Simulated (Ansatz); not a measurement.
# SrO (Fm-3m):Ti_Sr, thermodynamic levels from a 54-atom cell

Charge states of Ti_Sr in SrO (Fm-3m), set against the band edges. Model: a cell of 54 host atoms with 1 Sr taken out and 1 Ti put in.

Calculated with Ansatz 0.2.0; place-levels on r2SCAN runs: charge-transition levels and formation energies with image-charge correction and potential alignment at the atomic sites; PAW set soft_1.

In doubt: warnings of the run leave room for a lower electronic state (in some of the runs), so energies may not be the lowest and differences between runs may mislead.

### 1. The starting structure

The cell holds 54 atoms: 26 Sr, 27 O and 1 Ti. Its edges and angles: a = 10.947 Å, b = 10.947 Å, c = 10.947 Å, α = 60.0°, β = 60.0°, γ = 60.0°. It derives from SrO (space group Fm-3m). Nearest the centre at fractional (0.500, 0.500, 0.500): Ti27 at 0.00 Å, O30 at 2.58 Å, O36 at 2.58 Å, O52 at 2.58 Å, O48 at 2.58 Å, O46 at 2.58 Å, O34 at 2.58 Å, Sr11 at 3.65 Å.

The host's dielectric constants go in as inputs: 3.86 for the electrons alone, 21.43 with the ions, computed on the host (DFPT, PBEsol, on the r2SCAN cell), and a cell off the functional's own equilibrium shifts the ionic part.

The cell's shortest repeat is 10.9 Å.

### 2. The runs of each charge state

Levels follow from differences of total energies between charge states, each relaxed by itself.

Random displacements of about 0.05 Å break the site symmetry at the start, so that the relaxation can reach a distorted minimum if there is one. Forces are taken at one point at (¼, ¼, ¼). The cell holds 1 electron more than the neutral one, with a uniform background that keeps it neutral on the whole. The electron count is odd, so at least one spin is unpaired; this run locks the moment at 1 μB.

The sampling was tested on the host first: at the k-points planned (1x1x1 shifted 0.25 0.25 0.25) its energy lies 0.003 eV an atom from the dense-mesh value, under the bound of 0.02 eV set for this test; that bounds the host's error, not the defect's.

One of the inputs; charge, spin and start change from state to state.

The input, qm1_M1.relax/input.yaml:

```yaml
crystal:
  lattice:
    - [0.0, 7.74040792, 7.74040792]
    - [7.74040792, 0.0, 7.74040792]
    - [7.74040792, 7.74040792, 0.0]
  atoms:
    - { symbol: Sr, position: [0.16666667, 0.16666667, 0.16666667] }
    - { symbol: O, position: [0.0, 0.0, 0.0] }
[... 6 atom lines left out ...]
    - { symbol: Sr, position: [0.16666667, 0.5, 0.5] }
[... 1 atom line left out ...]
    - { symbol: Sr, position: [0.16666667, 0.5, 0.83333333] }
[... 3 atom lines left out ...]
    - { symbol: Sr, position: [0.16666667, 0.83333333, 0.5] }
[... 2 atom lines left out ...]
    - { symbol: O, position: [0.0, 0.66666667, 0.66666667] }
[... 2 atom lines left out ...]
    - { symbol: Sr, position: [0.5, 0.16666667, 0.5] }
[... 1 atom line left out ...]
    - { symbol: Sr, position: [0.5, 0.16666667, 0.83333333] }
[... 1 atom line left out ...]
    - { symbol: Sr, position: [0.5, 0.5, 0.16666667] }
[... 1 atom line left out ...]
    - { symbol: Ti, position: [0.5, 0.5, 0.5], spin: 1.0 }
[... 1 atom line left out ...]
    - { symbol: Sr, position: [0.5, 0.5, 0.83333333] }
    - { symbol: O, position: [0.33333333, 0.33333333, 0.66666667] }
    - { symbol: Sr, position: [0.5, 0.83333333, 0.16666667] }
[... 1 atom line left out ...]
    - { symbol: Sr, position: [0.5, 0.83333333, 0.5] }
    - { symbol: O, position: [0.33333333, 0.66666667, 0.33333333] }
[... 1 atom line left out ...]
    - { symbol: O, position: [0.33333333, 0.66666667, 0.66666667] }
[... 2 atom lines left out ...]
    - { symbol: Sr, position: [0.83333333, 0.16666667, 0.5] }
[... 3 atom lines left out ...]
    - { symbol: Sr, position: [0.83333333, 0.5, 0.16666667] }
[... 1 atom line left out ...]
    - { symbol: Sr, position: [0.83333333, 0.5, 0.5] }
    - { symbol: O, position: [0.66666667, 0.33333333, 0.33333333] }
[... 1 atom line left out ...]
    - { symbol: O, position: [0.66666667, 0.33333333, 0.66666667] }
[... 3 atom lines left out ...]
    - { symbol: O, position: [0.66666667, 0.66666667, 0.33333333] }
[... 1 atom line left out ...]
    - { symbol: O, position: [0.66666667, 0.66666667, 0.66666667] }
  host:
    repeats: [3, 3, 3]
    atoms:
      - { symbol: Sr, position: [0.5, 0.5, 0.5] }
      - { symbol: O, position: [0.0, 0.0, 0.0] }
total_charge: -1
basis:
  ecutwfc: 500
  xc_grid: 2
hamiltonian:
  xc: r2scan
  pseudopotentials: { kind: paw, azcp: { folder: soft_1 } }
kpoints:
  mp_grid: { grid: [1, 1, 1], shift: [0.25, 0.25, 0.25] }
magnetization:
  spin_polarized: true
  initial_magnetization: 1
  spin_locking: { lock_magnetization: hard }
scf:
  occupations: { method: fixed }
  max_iter: 100
output:
  forces: true
  charged_corrections:
    epsilon: 3.86
    static_epsilon: 21.43
    defect_position: [0.5, 0.5, 0.5]
relax:
  f_tol: 0.02
  max_steps: 80
  random_displacement: { amplitude: 0.05, seed: 806 }
checkpoint:
  write: "../qm1_M1.relax.run"
  compress: false
  write_wavefunctions: true
  write_every: 100000
```

On the command line:

```sh
> ansatz run input.yaml --threads 4 --pin off --max-ram 15073MiB --backend cpu --events-out ev --progress --plain --runs-dir out
```

Defect states can disperse in a cell of this size, so the energy is taken again at a 2×2×2 shifted mesh, on the relaxed structure.

The run of this state that the levels use, under r2SCAN:

The input, qm1_M1.point/input.yaml:

```yaml
crystal:
  checkpoint: "../qm1_M1.relax.run"
  host: checkpoint
total_charge: -1
basis:
  ecutwfc: 500
  xc_grid: 2
hamiltonian:
  xc: r2scan
  pseudopotentials: { kind: paw, azcp: { folder: soft_1 } }
kpoints:
  mp_grid: { grid: [2, 2, 2], shift: [0.5, 0.5, 0.5] }
magnetization:
  spin_polarized: true
  initial_magnetization: 1
  spin_locking: { lock_magnetization: hard }
scf:
  occupations: { method: fermi_dirac, width: 0.01 }
  max_iter: 100
output:
  forces: true
  eigenvalues: true
  charged_corrections:
    epsilon: 3.86
    static_epsilon: 21.43
    defect_position: [0.5, 0.5, 0.5]
  eigenstates: { localisation: true }
  populations: true
  efg: {}
checkpoint:
  read: "../qm1_M1.relax.run"
  write: "../qm1_M1.point.run"
  compress: false
  write_wavefunctions: false
  write_every: 100000
```

Relaxations under r2SCAN at one point at (¼, ¼, ¼); times on 4 threads of Intel Xeon Platinum 8223CL at 3.00GHz (Skylake/Cascade Lake), shared host:

```
charge  moment (μB)  occupations        outcome  steps  largest displacement against the far atoms (Å)     time
    −1            1        fixed      converged      6                                            0.12    6 min
    −1            3        fixed      converged      5                                            0.06    3 min
     0            0        fixed  not converged      -                                               -     95 s
     0            0  fermi-dirac      converged     12                                            0.57  5.2 min
     0            2        fixed      converged      8                                            0.26  5.1 min
    +1            1        fixed      converged     15                                            0.61  7.2 min
    +2            0        fixed      converged     11                                            0.57  2.9 min
```

Single points under r2SCAN at a 2×2×2 shifted mesh; times on 4 threads of Intel Xeon Platinum 8223CL at 3.00GHz (Skylake/Cascade Lake), shared host:

```
charge  moment (μB)  occupations    outcome     time
    −1            1  fermi-dirac  converged   15 min
    −1            3  fermi-dirac  converged    3 min
     0            0  fermi-dirac  converged  1.7 min
     0            2  fermi-dirac  converged  4.1 min
    +1            1  fermi-dirac  converged  3.2 min
    +2            0  fermi-dirac  converged     83 s
```

Distances (Å) from Ti27 to the nearest atoms after relaxation with r2SCAN:

```
charge  moment (μB)      1.      2.      3.      4.      5.      6.
    −1            1  O 2.46  O 2.46  O 2.46  O 2.46  O 2.46  O 2.46
    −1            3  O 2.53  O 2.53  O 2.53  O 2.53  O 2.53  O 2.53
     0            0  O 2.01  O 2.01  O 2.51  O 2.52  O 2.55  O 2.55
     0            2  O 2.32  O 2.32  O 2.32  O 2.32  O 2.56  O 2.56
    +1            1  O 2.00  O 2.00  O 2.08  O 2.08  O 2.92  O 2.93
    +2            0  O 1.86  O 2.03  O 2.03  O 2.03  O 2.03  O 3.08
```

### 3. Levels against the band edges, r2SCAN

A charged cell interacts with its images and the background, and its potential has another zero than the host's. place-levels removes the first by a point-charge model, screened by the static dielectric constant since the ions have relaxed around the charge, and the second by comparing potentials at atoms far from the defect.

The host is a run of the defect-free crystal in the same cutoffs, grids and k-points, so that basis and sampling errors cancel in part in the differences. Its band edges come from a run of the primitive cell that searches the zone for them. Chemical potentials are energies per atom of Sr (fcc) and Ti (hcp), run with the same functional and cutoff.

The input, levels.point.yaml:

```yaml
host:
  run: host.point.run
  levels_from: { run: edges.point.run }
states: [qm1_M1.point.run, qm1_M3.point.run, q0.point.run, q0_M2.point.run, qp1_M1.point.run, qp2.point.run]
geometry_from:
  qm1_M1.point.run: qm1_M1.relax.run
  qm1_M3.point.run: qm1_M3.relax.run
  q0.point.run: q0.relax_smeared.run
  q0_M2.point.run: q0_M2.relax.run
  qp1_M1.point.run: qp1_M1.relax.run
  qp2.point.run: qp2.relax.run
chemical_potentials:
  Sr:
    energy: -3555.131429
    dataset: "<sha256 of the dataset>"
  Ti:
    energy: -2504.373567
    dataset: <sha256 of the dataset>
epsilon: 3.86
static_epsilon: 21.43
vertical:
  - { from: qm1_M1.point.run, to: qm1_M1.point_neutral.run }
  - { from: qm1_M3.point.run, to: qm1_M3.point_neutral.run }
  - { from: qp1_M1.point.run, to: qp1_M1.point_neutral.run }
  - { from: qp2.point.run, to: qp2.point_neutral.run }
```

On the command line:

```sh
> ansatz place-levels levels.point.yaml -- --threads 4 --pin off --max-ram 15073MiB
```

Numbers of over 12 decimals in the logs are rounded to 6 here.

The log of the run:

```text
[... repeated set-up lines and file paths are left out, and long positions are rounded to six places ...]
(+2/+1) 2.843 eV above the valence edge, 0.956 eV under the conduction edge
(+1/0) 3.502 eV above the valence edge, 0.297 eV under the conduction edge
(0/-1) 3.867 eV above the valence edge, in the conduction band
formation energy of charge +2: -3.982 eV with the Fermi level at the valence edge
formation energy of charge +1: -1.139 eV with the Fermi level at the valence edge
formation energy of charge 0: +2.362 eV with the Fermi level at the valence edge
formation energy of charge -1: +6.230 eV with the Fermi level at the valence edge
vertical -1 to 0: no energy, since no alignment is typed
  the change from vertical[0].from (qm1_M1.point.run) to vertical[0].to (qm1_M1.point_neutral.run): by its potential at epsilon 3.86 it stands at 0.500 0.500 0.499, with an rms radius of about 4.1 Å (2.4 2.4 2.4 Å across the planes of the cell's vectors); [...]
vertical -1 to 0: no energy, since no alignment is typed
  the change from vertical[1].from (qm1_M3.point.run) to vertical[1].to (qm1_M3.point_neutral.run): by its potential at epsilon 3.86 it stands at 0.500 0.499 0.500, with an rms radius of about 2.5 Å (1.4 1.4 1.4 Å across the planes of the cell's vectors); [...]
vertical +1 to 0: no energy, since no alignment is typed
  the change from vertical[2].from (qp1_M1.point.run) to vertical[2].to (qp1_M1.point_neutral.run): by its potential at epsilon 3.86 it stands at 0.503 0.695 0.504, with an rms radius of about 5.9 Å (3.5 3.1 3.5 Å across the planes of the cell's vectors); [...]
vertical +2 to 0: no energy, since no alignment is typed
[...]
of states[3] (q0_M2.point.run): its alignment with the host at atomic sites is doubtful: the cell is too small to show whether the defect's potential has decayed: take a larger one; stability_check_not_made
  of states[1] (qm1_M3.point.run): its alignment with the host at atomic sites is doubtful: the cell is too small to show whether the defect's potential has decayed: take a larger one; stability_check_not_made
  of states[2] (q0.point.run): its alignment with the host at atomic sites is doubtful: the cell is too small to show whether the defect's potential has decayed: take a larger one; of the run under geometry_from: earlier_solves_read_negative
  of states[0] (qm1_M1.point.run): it parts from the run at its places by a charge that spreads by about 2.4 Å along one vector (1.5 Å or more is wide), by its potential at epsilon 3.86, taken for that of held ions (one typed too small widens it), where the [...]
  of vertical[0].from (qm1_M1.point.run): its moments are held at its close (magnetization.spin_locking), by a field of 0.063 eV a Bohr magneton, and its energy and levels are of the state that this holds: a run that lets them go can end lower; [...]
  vertical[0].to (qm1_M1.point_neutral.run): levels filled in part (TS 0.013 eV): its energy is of no whole electron's
  of vertical[1].from (qm1_M3.point.run): stability_check_not_made
  vertical[1].to (qm1_M3.point_neutral.run): levels filled in part (TS 0.016 eV): its energy is of no whole electron's
  of vertical[2].from (qp1_M1.point.run): stability_check_not_made; [...]
  vertical[2].to (qp1_M1.point_neutral.run): levels filled in part (TS 0.011 eV): its energy is of no whole electron's
  of vertical[3].from (qp2.point.run): it parts from the run at its places by a charge that spreads by about 3.1 Å along one vector (1.5 Å or more is wide), by its potential at epsilon 3.86, taken for that of held ions (one typed too small widens it), where [...]
  vertical[3].to (qp2.point_neutral.run): levels filled in part (TS 0.007 eV): its energy is of no whole electron's
```

Elapsed: 0.98 s, on 4 threads of Intel Xeon Platinum 8223CL at 3.00GHz (Skylake/Cascade Lake), shared host.

Levels between the charges placed, in eV above the valence top:

```
        gap (eV)  (+2/+1)  (+1/0)  (0/−1)
r2SCAN      3.80     2.84    3.50    3.87
```

Corrections by state:

```
charge  moment (μB)  image terms and alignment (eV)  band filling (eV)  ε used  over the lowest of its charge, as the program ranks them, band filling apart (eV)
    +2          0.0                           0.291                  -   21.43                                                                              0.000
    +1          1.0                           0.030                  -   21.43                                                                              0.000
     0          2.0                           0.000                  -       -                                                                              0.000
    −1          3.0                           0.187                  -   21.43                                                                              0.000
     0          0.0                           0.000                  -       -                                                                              0.697
    −1          1.0                           0.154                  -   21.43                                                                              0.314
```

The charged structures listed were also run neutral, and place-levels reads from each pair, by the potential or the spins, how wide the charge is by which they differ; that can be the carrier of either run.

```
charge  rms radius (Å)  spread where it is widest against the cell (Å)  wide from (Å)  reading
    +2             5.4                                            3.13           1.55     wide
    +1             5.9                                            3.52           1.55     wide
    −1             2.5                                            1.44           1.55   narrow
```

The neutral runs of these pairs need not share the spin of the lowest neutral state, and very wide values only mean spread over the cell.

From the program's caveats on the states, each cut to its opening words:

- charge +2: it parts from the run at its places by a charge that spreads by about 3.1 Å along one vector (1.5 Å or more is wide), by its potential at epsilon 3.86, taken [...]
- charge +2, +1 (1 μB), 0 (2 μB), −1 (3 μB), 0, −1 (1 μB): its alignment with the host at atomic sites is doubtful: the cell is too small to show whether the defect's potential has decayed: take a larger one
- charge +1 (1 μB): it parts from the run at its places by a charge that spreads by about 3.5 Å along one vector (1.5 Å or more is wide), by its potential at epsilon 3.86, taken [...]
- charge +1 (1 μB), 0 (2 μB), −1 (3 μB), −1 (1 μB): flagged: stability check not made
- charge −1 (1 μB): it parts from the run at its places by a charge that spreads by about 2.4 Å along one vector (1.5 Å or more is wide), by its potential at epsilon 3.86, taken [...]
- charge −1 (1 μB): the host's ions (past the first shell or, of a walk that freed a part, those that it held) aren't shown at rest: they stand up to 0.061 Å off their sites, 1.10 [...]
- charge −1 (1 μB): its moments are held at its close (magnetization.spin_locking), by a field of 0.063 eV a Bohr magneton, and its energy and levels are of the state that this [...]

The host's formation energy from the elements is -2.976 eV per atom; it sets how far the chemical potentials can move.

Limit set by the element alone; other compounds of these elements are not counted. Chemical potentials from the elements' reference states: O 0.00 eV, Sr -5.95 eV, Ti 0.00 eV. Formation energies (O-rich), with the Fermi level at the valence top and at the conduction bottom (gap 3.80 eV):

```
charge  at valence top (eV)  at conduction bottom (eV)  correction included (eV)
    +2                -9.93                      -2.34                      0.29
    +1                -7.09                      -3.29                      0.03
     0                -3.59                      -3.59                      0.00
    −1                 0.28                      -3.52                      0.19
```

```
Fermi level (eV)  lowest formation energy (eV)
            0.00                         -9.93
            0.35                         -9.24
            0.69                         -8.55
            1.04                         -7.86
            1.38                         -7.17
            1.73                         -6.48
            2.07                         -5.79
            2.42                         -5.10
            2.76                         -4.41
            3.11                         -3.98
            3.45                         -3.64
            3.80                         -3.59
```

Limit set by the element alone; other compounds of these elements are not counted. Chemical potentials from the elements' reference states: Sr 0.00 eV, O -5.95 eV, Ti 0.00 eV. Formation energies (Sr-rich), with the Fermi level at the valence top and at the conduction bottom (gap 3.80 eV):

```
charge  at valence top (eV)  at conduction bottom (eV)  correction included (eV)
    +2                -3.98                       3.62                      0.29
    +1                -1.14                       2.66                      0.03
     0                 2.36                       2.36                      0.00
    −1                 6.23                       2.43                      0.19
```

```csv
Fermi level (eV),lowest formation energy (eV)
0.00,-3.98
0.35,-3.29
0.69,-2.60
1.04,-1.91
1.38,-1.22
1.73,-0.53
2.07,0.16
2.42,0.86
2.76,1.55
3.11,1.97
3.45,2.31
3.80,2.36
```

### 4. Summary of results

```
gap of the host                                                          : 3.80 eV (r2SCAN)
level (plus 2/plus 1)                                                    : 2.84 eV above the valence top
level (plus 1/0)                                                         : 3.50 eV above the valence top
level (0/minus 1)                                                        : 3.87 eV above the valence top, past the conduction bottom
lowest of the charges placed, just above the valence top (0.02 eV)       : +2
lowest of the charges placed, just below the conduction bottom (0.02 eV) : 0
lowest formation energy at mid-gap of the charges run, O-rich            : -6.13 eV
lowest formation energy at mid-gap of the charges run, Sr-rich           : -0.18 eV
```

Of the charges placed (−1, 0, +1 and +2), the lowest changes at 2.84 eV (+2/+1) and 3.50 eV (+1/0) above the valence top, in a gap of 3.80 eV. (0/−1) lies 0.07 eV from a band edge, less than the doubt on such levels. Charges above +2 were not placed, so these runs say nothing of levels that involve them. States placed: +2 at 0 μB; +1 at 1 μB; 0 at 2 μB and 0 μB; −1 at 3 μB and 1 μB. Other spin states or structures, where not listed, weren't placed. Ti is taken at its element; compounds, which aren't counted here, bound the chemical potentials and would shift these formation energies. The lowest formation energy (O-rich) is negative across the gap, so the defect would form by itself: these chemical potentials lie beyond what competing compounds allow, or the host is unstable against it. The program doubts the alignment of potentials for at least one state, a sign that the cell is small. What this leaves open: r2SCAN makes the gap too small and tends to spread out bound carriers; where a gas molecule sets a chemical potential or the host's formation energy, its binding is uncorrected; force components of up to 0.18 eV/Å remain in a run at the final settings.

[Logs are printed without paths, hosts, clocks, repeated set-up lines and the standing remarks that a program may print on its own settings, such as how far it seeks lower states.]

[Hosts, paths, dates, database ids (printed as entryN), source tags and the programs' standing remarks are cut or masked in the printed files.]

[Where a table of states has a column of steps, it counts the stored structures, which are thinned; the runs took as many ionic steps or more.]

[A defect's name tells the site on which it was built; relaxed atoms can leave that site.]

[For some hosts the program warned that the k-mesh of the response run may be too coarse for force constants and the static dielectric constant; such warnings are not shown here.]
